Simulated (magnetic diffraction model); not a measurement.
# Ba₅Ta₆Mn₂ below its ordering temperature

Space group Pbam (no. 55), a = 12.1910 Å, b = 14.4210 Å, c = 4.5840 Å.

| site | atom | x | y | z |
| --- | --- | --- | --- | --- |
| 4g | Ta | 0.1580 | 0.5920 | 0 |
| 4h | Ta | 0.3434 | 0.8205 | 1/2 |
| 4g | Ta | 0.5236 | 0.6017 | 0 |
| 4h | Ba | 0.5947 | 0.7507 | 1/2 |
| 2d | Ba | 1/2 | 0 | 1/2 |
| 4h | Ba | 0.1745 | 0.0154 | 1/2 |
| 4g | Mn | 0.1660 | 0.2100 | 0 |

The compound is invented for this exercise: a known structure type with other elements, its cell scaled to their sizes and not relaxed.

Only Mn is taken to order (form factors of Mn2+); orders and moment sizes are assumed, and not adapted to the symmetry. Radiation: neutrons of λ = 2.36 Å, 3° to 40°; isotropic B of 0.29 Å² (Ta), 0.41 Å² (Ba) and 0.41 Å² (Mn). The intensities are simulated: I ∝ L Σ (|F_N|² + |F_M⊥|²) for unpolarised neutrons, with F_M = 2.695 fm/μB × Σ f(s) S exp(2πi Q·r) exp(−B s²) at Q = H ± k (one set where k and −k are equivalent), only the part normal to Q counting and L = 1/(sin²θ cos θ). For collinear order S is the moment m, which repeats by lattice and centring translations R with the sign exp(−2πi k·R). Form factors are spin-only for 3d ions and dipole or tabulated for f ions, scattering lengths are Sears's of 1992, and absorption is left out. A label names one of the reflections at its angle. The strongest nuclear line in the range is 100, and lines under 0.2 are left out.

Above the ordering temperature:

```tsv
2θ (°)	index	I
18.84	(0 2 0)	41.6
21.92	(1 2 0)	1.1
22.32	(2 0 0)	15.8
24.26	(2 1 0)	54.8
29.37	(2 2 0)	1.8
29.83	(0 0 1)	41.1
30.60	(1 3 0)	8.0
33.35	(1 1 1)	20.8
35.12	(3 1 0)	33.4
35.52	(0 2 1)	65.6
36.44	(2 3 0)	1.3
37.33	(1 2 1)	48.3
37.58	(2 0 1)	28.1
38.21	(0 4 0)	0.7
38.82	(2 1 1)	96.0
38.94	(3 2 0)	4.8
39.91	(1 4 0)	100.0
```

Below it (cell unchanged):

```
2θ (°)      I
  9.39   56.9
 14.56    2.7
 18.84   41.6
 21.92    2.4
 22.32   25.8
 24.26   59.6
 28.42    3.0
 29.37    9.0
 29.83   41.1
 30.60   11.4
 31.34   16.6
 33.35   22.2
 35.12   33.4
 35.52   65.6
 36.44    2.2
 37.33   49.5
 37.58   35.8
 38.21    0.7
 38.82  100.1
 38.94    6.3
 39.91  100.9
```

**Question.** Find the propagation vector, then choose among these models:
A. collinear moments along [111], 2.08 μB on Mn; signs + at (0.1660, 0.2100, 0), − at (0.8340, 0.7900, 0), + at (0.6660, 0.2900, 0), − at (0.3340, 0.7100, 0)
B. collinear moments along [100], 2.08 μB on Mn; signs + at (0.1660, 0.2100, 0), − at (0.8340, 0.7900, 0), + at (0.6660, 0.2900, 0), − at (0.3340, 0.7100, 0)
C. collinear moments along [111], 2.08 μB on Mn; signs + at (0.1660, 0.2100, 0), − at (0.8340, 0.7900, 0), − at (0.6660, 0.2900, 0), + at (0.3340, 0.7100, 0)
D. collinear moments along [100], 2.08 μB on Mn; signs + at (0.1660, 0.2100, 0), − at (0.8340, 0.7900, 0), − at (0.6660, 0.2900, 0), + at (0.3340, 0.7100, 0)

No line moves, and magnetic intensity falls on nuclear lines such as the one at 22.32°; new lines at (0 1 0), (1 1 0) and (0 3 0) have whole indices that obey the lattice centring, at places with no nuclear intensity to speak of, so the magnetic cell equals the chemical primitive cell: k = 0.

Magnetic intensity, observed (below minus above) and for each model:

| 2θ (°) | index | observed | A | B | C | D |
| --- | --- | --- | --- | --- | --- | --- |
| 9.39 | (0 1 0) | 56.9 | 56.9 | 126.6 | <0.2 | <0.2 |
| 11.11 | (1 0 0) | <0.2 | <0.2 | <0.2 | 43.2 | <0.2 |
| 14.56 | (1 1 0) | 2.7 | 2.7 | 2.1 | 14.0 | 10.8 |
| 21.92 | (1 2 0) | 1.3 | 1.3 | 2.0 | 12.6 | 19.1 |
| 22.32 | (2 0 0) | 9.9 | 9.9 | <0.2 | <0.2 | <0.2 |
| 31.34 | (0 1 1) | 16.6 | 16.6 | 18.4 | <0.2 | <0.2 |
| 31.93 | (1 0 1) | <0.2 | <0.2 | <0.2 | 12.6 | 12.3 |
| 37.33 | (1 2 1) | 1.2 | 1.2 | 1.4 | 11.4 | 13.2 |

Model A matches.

The absence at (1 0 0) is telling: the sublattices cancel there.

The structure used: k = (0 0 0), collinear moments along [111], 2.08 μB on Mn; signs + at (0.1660, 0.2100, 0), − at (0.8340, 0.7900, 0), + at (0.6660, 0.2900, 0), − at (0.3340, 0.7100, 0).

[Logs are printed without paths, hosts, clocks, repeated set-up lines and the standing remarks that a program may print on its own settings, such as how far it seeks lower states.]
